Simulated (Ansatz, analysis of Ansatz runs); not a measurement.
# How often does Cl try the jump in K2NaCl3 (P-3m1)?

Aim: the prefactor of a hop in K2NaCl3 (P-3m1) (V_Cl hop (4.5 Å), charge +1) from the modes of the moving atom at the start and at the top of a path found beforehand. Model: a cell of 54 host atoms with 1 Cl taken out.

Method: plane-wave PAW DFT, PBEsol; finite-difference force constants of the moving atom alone, in Ansatz 0.2.0.

**1. The structure**

The cell holds 53 atoms: 18 K, 9 Na and 26 Cl. Cell: a = 12.754 Å, b = 12.754 Å, c = 10.514 Å, α = 90.0°, β = 90.0°, γ = 120.0°. It derives from K2NaCl3 (space group P-3m1). Nearest the centre at fractional (0.722, 0.611, 0.322): Cl46 at 2.20 Å, K26 at 2.26 Å, K50 at 2.27 Å, Na51 at 3.60 Å, Cl48 at 3.66 Å, Cl18 at 3.66 Å, K44 at 3.69 Å, Cl28 at 3.71 Å. The cell carries charge +1.

The cell's shortest repeat is 10.5 Å.

**2. Vibrations of the moving atom at the start point**

Harmonic transition-state theory takes the prefactor from the modes at the minimum and at the top. Only the moving atom is displaced, by 0.02 Å, which takes six displaced runs and a reference; the host's atoms are held.

qp1.start.modes/input.yaml reads:

```yaml
crystal:
  lattice:
    - [12.75421449, 0.0, 0.0]
    - [-6.37710725, 11.04547376, 0.0]
    - [0.0, 0.0, 10.51350475]
  atoms:
    - { symbol: K, position: [0.11146948, 0.22240318, 0.67575341] }
    - { symbol: K, position: [0.22270844, 0.11123372, 0.32403534] }
    - { symbol: Na, position: [0.00409547, 0.0038348, -0.00017648] }
    - { symbol: Cl, position: [0.11247144, 0.22142669, 0.14684968] }
    - { symbol: Cl, position: [0.22171287, 0.11217819, 0.85287057] }
    - { symbol: Cl, position: [-0.00780002, -0.0079861, 0.4999033] }
    - { symbol: K, position: [0.11143212, 0.55549196, 0.67578407] }
    - { symbol: K, position: [0.22199116, 0.44427223, 0.32176454] }
    - { symbol: Na, position: [0.00030874, 0.33342683, 0.00535425] }
    - { symbol: Cl, position: [0.11243585, 0.5575612, 0.14682527] }
    - { symbol: Cl, position: [0.21742592, 0.44196227, 0.86074427] }
    - { symbol: Cl, position: [0.00045472, 0.33345752, 0.4999184] }
    - { symbol: K, position: [0.11202977, 0.88927416, 0.67792279] }
    - { symbol: K, position: [0.22263749, 0.7779973, 0.32397273] }
    - { symbol: Na, position: [0.00406763, 0.6669247, -0.00019474] }
    - { symbol: Cl, position: [0.11682056, 0.89173121, 0.13906135] }
    - { symbol: Cl, position: [0.22161488, 0.77605375, 0.85283328] }
    - { symbol: Cl, position: [-0.00772443, 0.66677439, 0.49986597] }
    - { symbol: K, position: [0.44450102, 0.22166719, 0.67791462] }
    - { symbol: K, position: [0.55570845, 0.11117996, 0.32396646] }
    - { symbol: Na, position: [0.33380893, 0.00025503, -0.00563483] }
    - { symbol: Cl, position: [0.44228744, 0.21728933, 0.13908254] }
    - { symbol: Cl, position: [0.55783468, 0.11218575, 0.85287089] }
    - { symbol: Cl, position: [0.33363905, 5.571e-05, 0.49981503] }
    - { symbol: K, position: [0.43053713, 0.54847571, 0.69217971] }
    - { symbol: K, position: [0.54889973, 0.43042636, 0.30774049] }
    - { symbol: Na, position: [0.33026958, 0.32999668, -6.075e-05] }
    - { symbol: Cl, position: [0.44744108, 0.55701885, 0.14642318] }
    - { symbol: Cl, position: [0.55719023, 0.44708224, 0.85342819] }
    - { symbol: Cl, position: [0.34183033, 0.3415589, 0.49987591] }
    - { symbol: K, position: [0.44445709, 0.88931721, 0.67791268] }
    - { symbol: K, position: [0.54880625, 0.78513872, 0.30772572] }
    - { symbol: Na, position: [0.33014095, 0.66682944, -0.00012896] }
    - { symbol: Cl, position: [0.44220834, 0.89159636, 0.1390272] }
    - { symbol: Cl, position: [0.55712772, 0.77659489, 0.85343168] }
    - { symbol: Cl, position: [0.34185483, 0.66677412, 0.49992344] }
    - { symbol: K, position: [0.77835797, 0.22239754, 0.67578343] }
    - { symbol: K, position: [0.88959721, 0.11190203, 0.32179559] }
    - { symbol: Na, position: [0.66694725, 0.00355803, -0.00012789] }
    - { symbol: Cl, position: [0.77624463, 0.22135507, 0.1468913] }
    - { symbol: Cl, position: [0.89187352, 0.1163463, 0.86068621] }
    - { symbol: Cl, position: [0.66704777, -0.00786985, 0.49990209] }
    - { symbol: K, position: [0.7853226, 0.548504, 0.69219272] }
    - { symbol: K, position: [0.88958404, 0.44423574, 0.32181905] }
    - { symbol: Na, position: [0.66707778, 0.32993239, -6.323e-05] }
    - { symbol: Cl, position: [0.77693486, 0.55695445, 0.14636237] }
    - { symbol: Cl, position: [0.89184682, 0.44191002, 0.86072772] }
    - { symbol: Cl, position: [0.66705504, 0.34154496, 0.49991692] }
    - { symbol: K, position: [0.78522806, 0.90319918, 0.69212721] }
    - { symbol: K, position: [0.90364961, 0.7851306, 0.30755072] }
    - { symbol: Na, position: [0.66705651, 0.66684853, -7.05e-06] }
    - { symbol: Cl, position: [0.77684076, 0.8864497, 0.14637104] }
    - { symbol: Cl, position: [0.88672139, 0.77660248, 0.85350842] }
  symmetry: { detect: false }
total_charge: 1
basis:
  ecutwfc: 420
  xc_grid: 2
hamiltonian:
  xc: pbesol
kpoints:
  mp_grid: { grid: [1, 1, 1], shift: [0.25, 0.25, 0.25] }
scf:
  occupations: { method: fixed }
  max_iter: 100
phonons:
  supercell: [1, 1, 1]
  displaced_sites: [45]
  amplitude: 0.02
```

The run is started by

```
$ ansatz run input.yaml --threads 32 --pin off --max-ram 84787MiB --backend cuda --events-out ev --progress --plain --runs-dir out --max-vram 78GiB
```

Numbers of over 12 decimals in the logs are rounded to 6 here.

The log of the run:

```text
[... repeated set-up lines and file paths are left out, and long positions are rounded to six places ...]
Engine: ansatz 0.2.0, aarch64-unknown-linux-gnu
Pseudopotentials: kind: paw
Pseudopotential: K, paw, valence charge 9, recommended cutoff 420 eV (normal), K.paw.azcp
Pseudopotential: Na, paw, valence charge 9, recommended cutoff 420 eV (normal), Na.paw.azcp
Pseudopotential: Cl, paw, valence charge 7, recommended cutoff 420 eV (normal), Cl.paw.azcp
Functional definition: PBEsol
  exchange = pbesol_x
  correlation = pbesol_c
[...]
Crystal: 53 atoms, lattice volume = 1481.104 Å³
Basis set: ecut = 420 eV, 28931 PW (Γ), exchange–correlation on 180×180×144 points (8 copies of the dense FFT grid, shifted against one another)
Bands: 265, of which v1, the nominal top of the filled ones, is band 212 counted from 1 (211 counted from 0)
Symmetry: 1 space group operations
k-points: 1
Non-local potential: K, projectors of the file, l = 0: 3, l = 1: 2, l = 2: 2
Non-local potential: Na, projectors of the file, l = 0: 3, l = 1: 2, l = 2: 1
Non-local potential: Cl, projectors of the file, l = 0: 2, l = 1: 2, l = 2: 2
PAW form: soft (Blöchl's): semilocal exchange-correlation on the pseudo side does not see the compensation charge
PAW frozen core: K, regenerated for the run's functional, and the local potential with it (the file was generated under x = pbe(κ = 0.804, μ = 0.219515), c = pbe(β = 0.066725))
PAW frozen core: Na, regenerated for the run's functional, and the local potential with it (the file was generated under x = pbe(κ = 0.804, μ = 0.219515), c = pbe(β = 0.066725))
PAW frozen core: Cl, regenerated for the run's functional, and the local potential with it (the file was generated under x = pbe(κ = 0.804, μ = 0.219515), c = pbe(β = 0.066725))
PAW one-centre angular grid: K, 110 points (default); XC on 64 Gauss nodes
PAW one-centre angular grid: Na, 110 points (default); XC on 64 Gauss nodes
PAW one-centre angular grid: Cl, 110 points (default); XC on 64 Gauss nodes
Initial density: superposition of atomic densities (neutral atoms scaled as one to the charged cell's electrons: chi_scale 0, normalization atom), corrected by the library's trained network
Initial wavefunctions: pseudopotential atomic-orbital guess
[...]
Functional: x = pbesol(κ = 0.804, μ = 0.123457), c = pbesol(β = 0.046)
SCF iter   1: F=—  HF=-68255.371796 eV  |F-HF|=—  |Δ(HF+E_count)|=         —  Δρ=3.00e-3  dr2=2.59e-1  ethr=1.77e-3  ⟨swp⟩=5.0  Hψ=946  notcnv=0  defer=51
preconditioner: auto → Resta (q_TF=auto, 2.215 Å⁻¹)  ε∞=2.6  [insulator: Δε(μ)=4.818 eV  Ē_g=13.610 eV  n_scr=276 (ndim 8)  ℏωp=17.2 eV  f_vac=0.084  ε∞_Penn≈2.6]
SCF iter   2: F=—  HF=-68255.291604 eV  |F-HF|=—  |Δ(HF+E_count)|=   8.02e-2  Δρ=1.17e-3  dr2=4.44e-2  ethr=6.12e-5  ⟨swp⟩=2.0  Hψ=382  notcnv=0  defer=51
[...]
SCF iter   9: F=-68255.284392 eV  HF=-68255.284392 eV  |F-HF|=1.09e-9  |Δ(HF+E_count)|=   1.86e-8  Δρ=2.08e-7  dr2=6.09e-10  ethr=1.00e-12  ⟨swp⟩=23.0  Hψ=1881  notcnv=0
SCF 1 converged in 9 iterations: F = -68255.284392 eV  dr2 = 6.09e-10
  greatest PAW one-centre occupation: 0.999 electrons in one spin orbital (limit 2), on the Na atom at site 20 (counted from 0), in its partial waves of l = 0
[...]
iter 1 solved again at ethr=1.51e-7 eV; its pass at ethr=3.10e-3 eV (dr2=6.39e-4 eV) is discarded
SCF iter   1: F=—  HF=-68255.283475 eV  |F-HF|=—  |Δ(HF+E_count)|=         —  Δρ=1.20e-4  dr2=1.66e-4  ethr=1.51e-7  ⟨swp⟩=3.0  Hψ=937  notcnv=0  defer=51
SCF iter   2: F=—  HF=-68255.283481 eV  |F-HF|=—  |Δ(HF+E_count)|=   5.23e-6  Δρ=5.40e-5  dr2=2.40e-5  ethr=3.92e-8  ⟨swp⟩=2.0  Hψ=355  notcnv=0  defer=49
[...]
SCF iter   7: F=-68255.284051 eV  HF=-68255.284051 eV  |F-HF|=0.00e0  |Δ(HF+E_count)|=  6.11e-10  Δρ=5.94e-8  dr2=4.46e-11  ethr=1.00e-12  ⟨swp⟩=4.0  Hψ=895  notcnv=0
SCF 2 converged in 7 iterations: F = -68255.284051 eV  dr2 = 4.46e-11
[...]
iter 1 solved again at ethr=5.74e-10 eV; its pass at ethr=3.10e-3 eV (dr2=2.43e-6 eV) is discarded
[...]
SCF 3 converged in 5 iterations: F = -68255.283941 eV  dr2 = 2.23e-11
[...]
SCF 4 converged in 7 iterations: F = -68255.283957 eV  dr2 = 3.89e-11
[...]
SCF 5 converged in 5 iterations: F = -68255.283996 eV  dr2 = 2.32e-11
[...]
SCF 6 converged in 7 iterations: F = -68255.284078 eV  dr2 = 6.45e-11
[...]
SCF 7 converged in 5 iterations: F = -68255.283939 eV  dr2 = 2.38e-11
SCF converged after 9 iterations
[...]
atom  32  K      0.00279847    -0.00195366     0.00133648
  [... 11 atoms left out ...]
  atom  44  K     -0.00264167     0.00144547    -0.00206077
  [... 1 atom left out ...]
  atom  46  Cl     0.00270733    -0.00089158     0.00347580
  [... 1 atom left out ...]
  atom  48  Cl    -0.00080844     0.00192330    -0.00013245
  [... 1 atom left out ...]
  atom  50  K     -0.00371030    -0.00225176     0.00353274
  atom  51  Na     0.00034301    -0.00096422    -0.00097073
  atom  52  Cl     0.00136431     0.00242948     0.00431255
  [... 1 atom left out ...]
  max |Σ_I F_I| component: 1.40e-6 eV/Å
--- Band table (eV) ---
  k-point 0: bands = ["-47.5682", "-47.5681", "-47.5680", "-47.5679", [... 49 left out ...] "-19.4969", "-11.4146", "-11.3813", "-11.3"]
--- Phonons: 6 displaced members + reference (amplitude 0.02 Å, Σ member SCF iterations 36) ---
  symmetry images taken by strict's conditions (phonons.symmetry_images: auto; settled by no image being taken that strict refuses)
  force constants formed among 1 of 53 sites (Cl 45); the other 52 at rest. The modes move the named sites alone.
  the frequencies, the zero-point energy and the sums are of the block with the acoustic sum rule laid on its rows. Row sums over every site: 1.1e-4 eV/Å² at the most
  transpose residual: 3.6e-4 eV/Å²
  largest component of a force at the reference: 3.5e-3 eV/Å on a named site, 5.2e-3 eV/Å on a site at rest
  frequencies among the named sites at Γ of the cell (cm⁻¹): 118.47 124.60 127.69
  unstable modes among the named sites: 0
  frequencies as built, with no sum rule (cm⁻¹): 118.46 124.60 127.69
  zero-point energy: 0.022984 eV/cell   skipped modes (ω ≤ 0): 0
  not written: the harmonic force-constant file, the file of eigenvectors (these modes' are written with the force constants), the density of states and the dispersion, which are of every site
```

Run time: 3.4 s. Hardware: 1 × NVIDIA GB200 with 32 threads of Arm Neoverse V2, shared host; peak memory 1.9 GiB.

The column dr2 measures how far the density is from self-consistency, as an energy; F and HF (Harris–Foulkes) agree once it is small.

Numbers from this step:

* free energy: -68255.2844 eV
* frequencies of moving atom: 118.5, 124.6, 127.7 cm⁻¹ (negative: imaginary)

The three modes are 118, 125 and 128 cm⁻¹: all real, a minimum for this atom with the others held.

**3. Vibrations of the moving atom at the top of the path**

The same at the top, where the mode along the path should be imaginary.

qp1.top.modes/input.yaml reads:

```yaml
crystal:
  lattice:
    - [12.75421449, 0.0, 0.0]
    - [-6.37710725, 11.04547376, 0.0]
    - [0.0, 0.0, 10.51350475]
  atoms:
    - { symbol: K, position: [0.10359653, 0.23024222, 0.68430067] }
    - { symbol: K, position: [0.22348474, 0.11029999, 0.32423463] }
[... 15 atom lines left out ...]
    - { symbol: Cl, position: [0.00909828, 0.67977463, 0.50273998] }
[... 7 atom lines left out ...]
    - { symbol: K, position: [0.50607443, 0.39480239, 0.31951404] }
[... 1 atom line left out ...]
    - { symbol: Cl, position: [0.43284373, 0.54372544, 0.13949444] }
[... 1 atom line left out ...]
    - { symbol: Cl, position: [0.32076571, 0.33088243, 0.51309324] }
[... 1 atom line left out ...]
    - { symbol: K, position: [0.56997183, 0.76383758, 0.31407978] }
[... 10 atom lines left out ...]
    - { symbol: K, position: [0.78069376, 0.55307648, 0.66961767] }
    - { symbol: K, position: [0.87394263, 0.45987729, 0.32743613] }
[... 1 atom line left out ...]
    - { symbol: Cl, position: [0.71947396, 0.61427176, 0.31491195] }
[... 1 atom line left out ...]
    - { symbol: Cl, position: [0.65399457, 0.32464795, 0.50270825] }
[... 1 atom line left out ...]
    - { symbol: K, position: [0.93896043, 0.82775445, 0.31948055] }
    - { symbol: Na, position: [0.66185086, 0.67199067, 0.01120352] }
    - { symbol: Cl, position: [0.79005872, 0.9010427, 0.13948216] }
    - { symbol: Cl, position: [0.8859227, 0.76903701, 0.86096185] }
  symmetry: { detect: false }
total_charge: 1
basis:
  ecutwfc: 420
  xc_grid: 2
hamiltonian:
  xc: pbesol
kpoints:
  mp_grid: { grid: [1, 1, 1], shift: [0.25, 0.25, 0.25] }
scf:
  occupations: { method: fixed }
  max_iter: 100
phonons:
  supercell: [1, 1, 1]
  displaced_sites: [45]
  amplitude: 0.02
```

The log of the run:

```text
[...]
Crystal: 53 atoms, lattice volume = 1481.104 Å³
Basis set: ecut = 420 eV, 28931 PW (Γ), exchange–correlation on 180×180×144 points (8 copies of the dense FFT grid, shifted against one another)
Bands: 265, of which v1, the nominal top of the filled ones, is band 212 counted from 1 (211 counted from 0)
[... 1 set-up line as in the run before ...]
k-points: 1
[...]
SCF iter   1: F=—  HF=-68254.739499 eV  |F-HF|=—  |Δ(HF+E_count)|=         —  Δρ=2.97e-3  dr2=2.23e-1  ethr=1.77e-3  ⟨swp⟩=5.0  Hψ=828  notcnv=0  defer=50
[...]
SCF iter   2: F=—  HF=-68254.635681 eV  |F-HF|=—  |Δ(HF+E_count)|=   1.04e-1  Δρ=1.14e-3  dr2=3.49e-2  ethr=5.27e-5  ⟨swp⟩=2.0  Hψ=492  notcnv=0  defer=51
[...]
SCF iter  10: F=-68254.625380 eV  HF=-68254.625380 eV  |F-HF|=2.33e-10  |Δ(HF+E_count)|=   1.40e-9  Δρ=7.41e-8  dr2=1.17e-10  ethr=1.00e-12  ⟨swp⟩=21.0  Hψ=1610  notcnv=0
SCF 1 converged in 10 iterations: F = -68254.625380 eV  dr2 = 1.17e-10
[...]
SCF iter   2: F=—  HF=-68254.624309 eV  |F-HF|=—  |Δ(HF+E_count)|=   1.55e-6  Δρ=5.36e-5  dr2=2.49e-5  ethr=3.79e-8  ⟨swp⟩=2.0  Hψ=349  notcnv=0  defer=49
[...]
SCF iter   7: F=-68254.624929 eV  HF=-68254.624929 eV  |F-HF|=1.16e-10  |Δ(HF+E_count)|=   2.10e-9  Δρ=8.57e-8  dr2=9.37e-11  ethr=1.00e-12  ⟨swp⟩=4.0  Hψ=903  notcnv=0
SCF 2 converged in 7 iterations: F = -68254.624929 eV  dr2 = 9.37e-11
[...]
SCF 3 converged in 5 iterations: F = -68254.624957 eV  dr2 = 2.91e-11
[...]
SCF 4 converged in 7 iterations: F = -68254.624341 eV  dr2 = 7.06e-11
[...]
SCF 5 converged in 5 iterations: F = -68254.624199 eV  dr2 = 2.58e-11
[...]
SCF 6 converged in 8 iterations: F = -68254.625244 eV  dr2 = 8.58e-12
[...]
SCF 7 converged in 5 iterations: F = -68254.625603 eV  dr2 = 3.95e-11
SCF converged after 10 iterations
[...]
[... 10 atoms left out ...]
  atom  44  K      0.00550774    -0.00375057     0.00156174
  [... 1 atom left out ...]
  atom  46  Cl    -0.00072536     0.00351523    -0.00899169
  [... 1 atom left out ...]
  atom  48  Cl    -0.00102062     0.00046305     0.00079727
  [... 1 atom left out ...]
  atom  50  K      0.00148202     0.00131489     0.00215547
  atom  51  Na     0.00067091    -0.00072073     0.00448183
  atom  52  Cl     0.00037790    -0.00052632     0.00252379
  [... 1 atom left out ...]
  max |Σ_I F_I| component: 2.22e-6 eV/Å
--- Band table (eV) ---
[...]
transpose residual: 1.2e-3 eV/Å²
[...]
frequencies among the named sites at Γ of the cell (cm⁻¹): -53.92 71.21 235.47
  unstable modes among the named sites: 1
  frequencies as built, with no sum rule (cm⁻¹): -53.91 71.20 235.48
  zero-point energy: 0.019012 eV/cell   skipped modes (ω ≤ 0): 1, of them read as no rigid motion or as one in doubt: 1 (1.000e0 modes/cell left out, lowest -53.92 cm⁻¹)
[...]
```

Wall time 2.5 s (1 × NVIDIA GB200 with 32 threads); peak memory 1.7 GiB; 12 s of CPU time.

Read from the output:

* free energy: -68254.6254 eV
* frequencies of moving atom: -53.92, 71.21, 235.5 cm⁻¹ (negative: imaginary)

The three modes are 54i, 71 and 235 cm⁻¹: one imaginary, a saddle of first order for this atom with the others held.

**4. Attempt frequency and hop rate**

Analysis of the runs above: harmonic transition-state theory from the moving atom's modes alone (Vineyard), PBEsol.

It gives:

| Quantity | Value |
| --- | --- |
| attempt frequency | 3.370 THz |

Table of hop rate by temperature:

```
temperature (K)  hop rate (1/s)
            200          8.3e-5
            300            28.6
            400           16767
            600           9.8e6
            800           2.4e8
           1000           1.6e9
```

**5. Results**

```yaml
attempt_frequency_attempt_frequency_and_hop_rate: 3.37 THz
```

What this shows: The attempt frequency, the product of the three frequencies at the start over that of the two real ones at the top (Vineyard), is 3.4 THz. With the barrier of 0.66 eV it gives 9.8e+06 hops a second at 600 K along this one path; equivalent neighbouring sites multiply that. The host's atoms were held, though they move along the path too, so the prefactor is rough. Limits: one k-point off the zone centre stands for the whole zone.

[Logs are printed without paths, hosts, clocks, repeated set-up lines and the standing remarks that a program may print on its own settings, such as how far it seeks lower states.]

[Hosts, paths, dates, database ids (printed as entryN), source tags and the programs' standing remarks are cut or masked in the printed files.]
